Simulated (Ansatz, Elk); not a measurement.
# Bonding as seen by X-rays: MgMn2Si2

The structure of MgMn2Si2 used here is made up (a known structure type with other elements) and was relaxed beforehand with PBE. The aim is the Fourier transform of its all-electron density, F(hkl), set beside the sum over free spherical atoms that refinements use.

Method: DFT, PBE, all-electron APW+lo, Dirac cores, scalar-relativistic bands, static density, ferromagnetic start, in Elk 11.2.3 (patched build).

The structure was built from a prototype and need not be the compound's stable phase.

## (1) The starting structure

The structure is trigonal, space group P-3m1 (No. 164). The conventional cell has a = 3.913 Å, b = 3.913 Å, c = 6.188 Å, α = 90.00°, β = 90.00°, γ = 120.00°. Mn has 4 Si at 2.33 to 2.36 Å nearest. Nearest to Si lie 4 Mn at 2.33 to 2.36 Å and 3 Mg at 2.78 Å. Mg has 6 Si at 2.78 Å nearest. Farther neighbours are not listed.

## (2) Ground state and structure factors

An all-electron density is needed, since X-rays see the cores too. Task 0 finds the density and task 195 Fourier-transforms it; tshift is off so that phases refer to the origin typed.

The input, elk.in:

```
tasks
  0
  195
  196

xctype
  20

spinpol
  .true.

rgkmax
  7.0

gmaxvr
  14.0

lmaxo
  7

lmaxapw
  8

swidth
  0.002

tshift
  .false.

hmaxvr
  5.5

maxscl
  120

epspot
  1e-06

reducebf
  0.8

sppath
  './'

avec
  7.39465429274 0.00000000000 -0.00000000000
  -3.69732714637 6.40395846972 -0.00000000000
  -0.00000000000 -0.00000000000 11.69376922493

atoms
  3
  'Mn.in'
  2
  0.6666666667 0.3333333333 0.3562961148   0.000000 0.000000 -0.105000
  0.3333333333 0.6666666667 0.6437038852   0.000000 0.000000 -0.105000
  'Si.in'
  2
  0.6666666667 0.3333333333 0.7371275148   0.000000 0.000000 0.000000
  0.3333333333 0.6666666667 0.2628724852   0.000000 0.000000 0.000000
  'Mg.in'
  1
  0.0000000000 0.0000000000 -0.0000000000   0.000000 0.000000 0.000000

ngridk
  6 6 3
```

Run with:

```bash
OMP_NUM_THREADS=4 elk
```

Numbers of over 12 decimals in the logs are rounded to 6 here.

Log:

```text
┌─────────────────────────┐
│ Elk code version 11.2.3 │
└─────────────────────────┘

All units are atomic (Hartree, Bohr, etc.)

┌─────────────────────────────────────────────────┐
│ Ground-state run starting from atomic densities │
└─────────────────────────────────────────────────┘

Lattice vectors :
   7.394654293       0.000000000      -0.000000000
  -3.697327146       6.403958470      -0.000000000
  -0.000000000      -0.000000000       11.69376922

Reciprocal lattice vectors :
  0.8496929077      0.4905704290       0.000000000
   0.000000000      0.9811408579       0.000000000
   0.000000000       0.000000000      0.5373105272

Unit cell volume      :    553.7591314
Brillouin zone volume :   0.4479388228

Muffin-tin inner radius fraction :   0.1000000000E-01

Nuclei treated as point charges

Species : 1 (Mn)
 parameters loaded from : Mn.in
 name : manganese
 nuclear charge    :   -25.00000000
 electronic charge :    25.00000000
 atomic mass :    100145.9370
 muffin-tin radius :    2.273147656
 number of radial points in muffin-tin :    993
 inner part over the whole radius :   0.9957315023E-02
 number on inner part of muffin-tin    :    699
 approximate nuclear radius :   0.7074591925E-04
 number of mesh points to nuclear radius :    331
 atomic positions (lattice), magnetic fields (Cartesian) :
  1 :  -0.33333333  0.33333333  0.35629611    0.00000000  0.00000000 -0.10500000
  2 :   0.33333333 -0.33333333 -0.35629611    0.00000000  0.00000000 -0.10500000

Species : 2 (Si)
 parameters loaded from : Si.in
 name : silicon
 nuclear charge    :   -14.00000000
 electronic charge :    14.00000000
 atomic mass :    51196.73458
 muffin-tin radius :    2.083718684
 number of radial points in muffin-tin :    793
 inner part over the whole radius :   0.9872878575E-02
 number on inner part of muffin-tin    :    552
 approximate nuclear radius :   0.5963282101E-04
 number of mesh points to nuclear radius :    247
 atomic positions (lattice), magnetic fields (Cartesian) :
  1 :  -0.33333333  0.33333333 -0.26287249    0.00000000  0.00000000  0.00000000
  2 :   0.33333333 -0.33333333  0.26287249    0.00000000  0.00000000  0.00000000

Species : 3 (Mg)
 parameters loaded from : Mg.in
 name : magnesium
 nuclear charge    :   -12.00000000
 electronic charge :    12.00000000
 atomic mass :    44305.30466
 muffin-tin radius :    2.200000000
 number of radial points in muffin-tin :    793
 inner part over the whole radius :   0.9941530515E-02
 number on inner part of muffin-tin    :    552
 approximate nuclear radius :   0.5710277704E-04
 number of mesh points to nuclear radius :    241
 atomic positions (lattice), magnetic fields (Cartesian) :
  1 :   0.00000000  0.00000000  0.00000000    0.00000000  0.00000000  0.00000000

Total number of atoms per unit cell :    5
Total muffin-tin volume :    218.7978796
 ratio of muffin-tin to unit cell volume :   0.3951138088

Spin treatment :
 spin-polarised
 global magnetic field (Cartesian) :    0.000000000       0.000000000       0.000000000
 collinear magnetisation in z-direction

Number of Bravais lattice symmetries :   24
Number of crystal symmetries         :   12
Crystal has inversion symmetry
Real symmetric eigensolver will be used

k-point grid :      6     6     3
k-point offset :    0.000000000       0.000000000       0.000000000
k-point set is reduced with full crystal symmetry group
Total number of k-points :       17

Muffin-tin radius times maximum |G+k| :    7.000000000
 using average radius
Maximum |G+k| for APW functions       :    3.206968782
Maximum (1/2)|G+k|²                   :    5.142324385
Maximum |G| for potential and density :    14.00000000
Constant for pseudocharge density :    8
 order of it for each species :   15  15  15
 order of it for pair densities of each species (exact exchange by exxq0 0: 16) :   11   8  10
Radial integration step length :    1

G-vector grid sizes :     35    35    54
Number of G-vectors :    25625

Maximum angular momentum used for
[...]
RMS change in Kohn-Sham potential (target) :    3.352753195     (  0.1000000000E-05)
Absolute change in total energy (target)   :    4.081803311     (  0.1000000000E-03)

[... loops 3 to 19 left out ...]

┌──────────────────┐
│ Loop number : 20 │
└──────────────────┘

Energies :
 Fermi                       :     0.231366
 sum of occupied eigenvalues :     -1769.1619960004
 electron kinetic            :      3128.5553599022
 core electron kinetic       :      2813.8673522433
 Coulomb                     :     -6063.3670320854
 Coulomb potential           :     -4686.7521450451
 nuclear-nuclear             :     -477.61119329783
 electron-nuclear            :     -6498.1975399050
 Hartree                     :      912.44170111743
 Madelung                    :     -3719.9909595629
 xc potential                :     -210.76229816681
 xc effective B-field        :    -0.202884
 external B-field            :      0.000000
 exchange                    :     -159.04141294756
 correlation                 :     -3.837106
 electron entropic           :    -0.12208587452826E-02
 total energy                :     -3097.6914116961
 (external B-field energy excluded from total)

Density of states at Fermi energy :    94.43067671
 (states/Hartree/unit cell)

Estimated indirect band gap :   0.9261759796E-03
 from k-point 8 to k-point 14
Estimated direct band gap   :   0.4658435925E-02
 at k-point 14

Charges :
 core                        :    42.00000000
 valence                     :    48.00000000
 interstitial                :    8.059186946
 muffin-tins (core leakage)
  species : 1 (Mn)
[...]
species : 2 (Si)
[...]
species : 3 (Mg)
[...]
total in muffin-tins        :    81.94081305
 total calculated charge     :    89.99518261
 total charge                :    90.00000000
 error                       :   0.4817390850E-02

Moments :
 interstitial                :   0.1397855168
 muffin-tins
  species : 1 (Mn)
[...]
species : 2 (Si)
[...]
species : 3 (Mg)
[...]
total in muffin-tins        :    4.221813326
 total moment                :    4.361598843

RMS change in Kohn-Sham potential (target) :   0.5434055345E-06 (  0.1000000000E-05)
Absolute change in total energy (target)   :   0.2041488278E-04 (  0.1000000000E-03)

Convergence targets achieved

┌──────────────────┐
│ Loop number : 21 │
└──────────────────┘

Energies :
 Fermi                       :     0.231366
 sum of occupied eigenvalues :     -1769.1619925054
 electron kinetic            :      3128.5553356699
 core electron kinetic       :      2813.8673351081
 Coulomb                     :     -6063.3670130231
 Coulomb potential           :     -4686.7521675360
 nuclear-nuclear             :     -477.61119329783
 electron-nuclear            :     -6498.1974792304
 Hartree                     :      912.44165950513
 Madelung                    :     -3719.9909292551
 xc potential                :     -210.76223914802
 xc effective B-field        :    -0.202881
 external B-field            :      0.000000
 exchange                    :     -159.04140871525
 correlation                 :     -3.837106
 electron entropic           :    -0.12208290276299E-02
 total energy                :     -3097.6914128164
 (external B-field energy excluded from total)

Density of states at Fermi energy :    94.42713412
 (states/Hartree/unit cell)

Estimated indirect band gap :   0.9273606668E-03
 from k-point 8 to k-point 14
Estimated direct band gap   :   0.4659538767E-02
 at k-point 14

Charges :
 core                        :    42.00000000
 valence                     :    48.00000000
 interstitial                :    8.059188096
 muffin-tins (core leakage)
  species : 1 (Mn)
[...]
species : 2 (Si)
   atom 1                    :    12.05232629     (  0.2474275560E-02)
   atom 2                    :    12.05232629     (  0.2474275560E-02)
  species : 3 (Mg)
   atom 1                    :    10.47748748     ( -0.9828258873E-07)
 total in muffin-tins        :    81.94081190
 total calculated charge     :    89.99518261
 total charge                :    90.00000000
 error                       :   0.4817391008E-02

Moments :
 interstitial                :   0.1397903337
 muffin-tins
  species : 1 (Mn)
[...]
species : 2 (Si)
   atom 1                    :  -0.1210984110
   atom 2                    :  -0.1210984110
  species : 3 (Mg)
   atom 1                    :  -0.1215589386E-01
 total in muffin-tins        :    4.221775641
 total moment                :    4.361565975

┌──────────────────────────────┐
│ Self-consistent loop stopped │
└──────────────────────────────┘

Warning : core states of species 2 leak from the muffin-tin :   0.2474275560E-02

Wrote STATE.OUT
```

The job ended after 2.2 min (4 threads of Arm Neoverse V2, shared host; peak memory 0.39 GiB; 7.1 min of CPU time).

SFACRHO.OUT:

```text

h k l indices transformed by vhmat matrix:
   1.000000000       0.000000000       0.000000000    
   0.000000000       1.000000000       0.000000000    
   0.000000000       0.000000000       1.000000000    

      h      k      l  multipl.   |H|            Re(F)            Im(F)           |F|

      0      0      0      1   0.0000000       89.999999     -0.58716068E-16   89.999999    
      0      0     -1      2  0.53731053      -20.361769      0.25026281E-16   20.361769    
      0      1      0      6  0.98114086      -22.525772      0.67214041E-14   22.525772    
      0      0     -2      2   1.0746211      -21.292570      0.84410652E-14   21.292570    
     -1      1      1      6   1.1186331       31.972704      0.67005577E-14   31.972704    
     -1      1     -1      6   1.1186331       13.131825     -0.76705161E-14   13.131825    
      0     -1      2      6   1.4551453      -6.1977362      0.18961430E-14   6.1977362    
     -1      0      2      6   1.4551453       50.009163      0.20151597E-13   50.009163    
      0      0      3      2   1.6119316       44.073045      0.18996429E-14   44.073045    
     -1     -1      0      6   1.6993858       59.431436      0.21299298E-13   59.431436    
      1     -2     -1     12   1.7823060      -14.319398      0.96808730E-15   14.319398    
      0      1     -3      6   1.8870508       16.672016     -0.10547101E-13   16.672016    
     -1      1     -3      6   1.8870508      -34.927234      0.28969015E-14   34.927234    
      2      0      0      6   1.9622817      -16.254402      0.11533183E-13   16.254402    
     -1     -1     -2     12   2.0106523      -15.866907     -0.57448381E-14   15.866907    
      2     -2      1      6   2.0345152       24.729747     -0.14413378E-13   24.729747    
      0      2     -1      6   2.0345152       10.405482     -0.67018879E-14   10.405482    
      0      0      4      2   2.1492421      -4.4361186      0.13937182E-13   4.4361186
```

Elk indexes on the primitive cell of elk.in and gives |H| = 4π sin θ/λ in inverse bohr. Below, one row stands for each form hkl of the conventional cell (m members, Friedel mates merged), F is for one primitive cell and the density is static (no thermal factor). Free-atom factors are Waasmaier and Kirfel's, and R is Σm||F|−|F'||/Σm|F|.

```
hkl   m  sin θ/λ (Å⁻¹)  abs F, DFT  neutral atoms   diff.
001   2          0.081      20.362         20.031  +0.331
100   6          0.147      22.526         22.134  +0.391
002   2          0.162      21.293         20.866  +0.426
101   6          0.168      31.973         32.002  -0.030
011   6          0.168      13.132         12.985  +0.147
102   6          0.219       6.198          6.384  -0.187
012   6          0.219      50.009         50.347  -0.338
003   2          0.242      44.073         44.461  -0.388
110   6          0.256      59.431         59.948  -0.516
111  12          0.268      14.319         14.344  -0.024
103   6          0.284      16.672         16.827  -0.155
013   6          0.284      34.927         35.167  -0.240
200   6          0.295      16.254         16.731  -0.476
112  12          0.302      15.867         16.104  -0.237
021   6          0.306      24.730         24.857  -0.127
201   6          0.306      10.405         10.552  -0.146
004   2          0.323       4.436          4.670  -0.234
022   6          0.336       4.568          4.475  +0.093
```

## (3) The magnetisation density

The same run holds the spin density, and task 196 transforms it. The order is that of the start, and no other was tried.

SFACMAG_1.OUT:

```text

h k l indices transformed by vhmat matrix:
   1.000000000       0.000000000       0.000000000    
   0.000000000       1.000000000       0.000000000    
   0.000000000       0.000000000       1.000000000    

      h      k      l  multipl.   |H|            Re(F)            Im(F)           |F|

      0      0      0      1   0.0000000       4.3615662     -0.10094035E-16   4.3615662    
      0      0     -1      2  0.53731053      -2.5875546      0.10713899E-16   2.5875546    
      0      1      0      6  0.98114086      -1.7192974      0.15548599E-17   1.7192974    
      0      0     -2      2   1.0746211     -0.85761712     -0.12345867E-16  0.85761712    
     -1      1      1      6   1.1186331       3.5321660      0.14223044E-14   3.5321660    
     -1      1     -1      6   1.1186331      -1.5498685     -0.48357330E-15   1.5498685    
      0     -1      2      6   1.4551453      -1.9768523     -0.51797743E-15   1.9768523    
     -1      0      2      6   1.4551453       2.6216558      0.10723722E-14   2.6216558    
      0      0      3      2   1.6119316       2.3201892     -0.19866070E-16   2.3201892    
     -1     -1      0      6   1.6993858       2.2719331      0.92257551E-15   2.2719331    
      1     -2     -1     12   1.7823060      -1.3216774      0.23659397E-16   1.3216774    
      0      1     -3      6   1.8870508     -0.12844688     -0.31547918E-20  0.12844688    
     -1      1     -3      6   1.8870508      -1.6872237     -0.83529096E-15   1.6872237    
      2      0      0      6   1.9622817     -0.98408269      0.47317568E-15  0.98408269    
     -1     -1     -2     12   2.0106523     -0.39869402     -0.23100560E-15  0.39869402    
      2     -2      1      6   2.0345152       1.7012619     -0.15913404E-14   1.7012619
```

The total moment is 4.36 μB a cell; sphere moments: Mn1 +2.24, Mn2 +2.24, Si3 -0.12, Si4 -0.12, Mg5 -0.01 μB. Polarised neutrons measure spin and orbital magnetisation together; without spin-orbit coupling the run gives the spin part:

```
hkl  sin θ/λ (Å⁻¹)  abs F_M (μB)
001          0.081         2.588
100          0.147         1.719
002          0.162         0.858
101          0.168         3.532
011          0.168         1.550
102          0.219         1.977
012          0.219         2.622
003          0.242         2.320
110          0.256         2.272
111          0.268         1.322
103          0.284         0.128
013          0.284         1.687
200          0.295         0.984
112          0.302         0.399
```

## (4) Results

- R against neutral atoms, sin θ/λ < 0.3 Å⁻¹: 0.94 %
- R against neutral atoms, 0.3 to 0.78 Å⁻¹: 0.26 %

In words: Independent neutral atoms miss the calculated amplitudes by R = 0.94 % below 0.3 Å⁻¹ and 0.26 % from there to 0.78 Å⁻¹; by shells, 1.71 % below 0.15 Å⁻¹ (2 forms), 0.86 % 0.15 to 0.3 (11 forms), 0.31 % 0.3 to 0.45 (25 forms), 0.24 % above 0.45 (111 forms). Bonding, aspherical density and the tables' own atoms all enter these figures, and the runs don't part them. The largest change of an amplitude is -0.52 electrons, at 110. The magnetic order is that of the start. No other order was tried here, and an antiferromagnetic one would change or move the magnetic intensity. The basis has no finished test. The k-mesh has no finished test. Part of the difference isn't bonding: the tables are fits to free atoms and ions calculated by other methods than this functional. Thermal motion, anomalous dispersion and extinction are left out.

[Logs are printed without paths, hosts, clocks, repeated set-up lines and the standing remarks that a program may print on its own settings, such as how far it seeks lower states.]

[Hosts, paths, dates, database ids (printed as entryN), source tags and the programs' standing remarks are cut or masked in the printed files.]
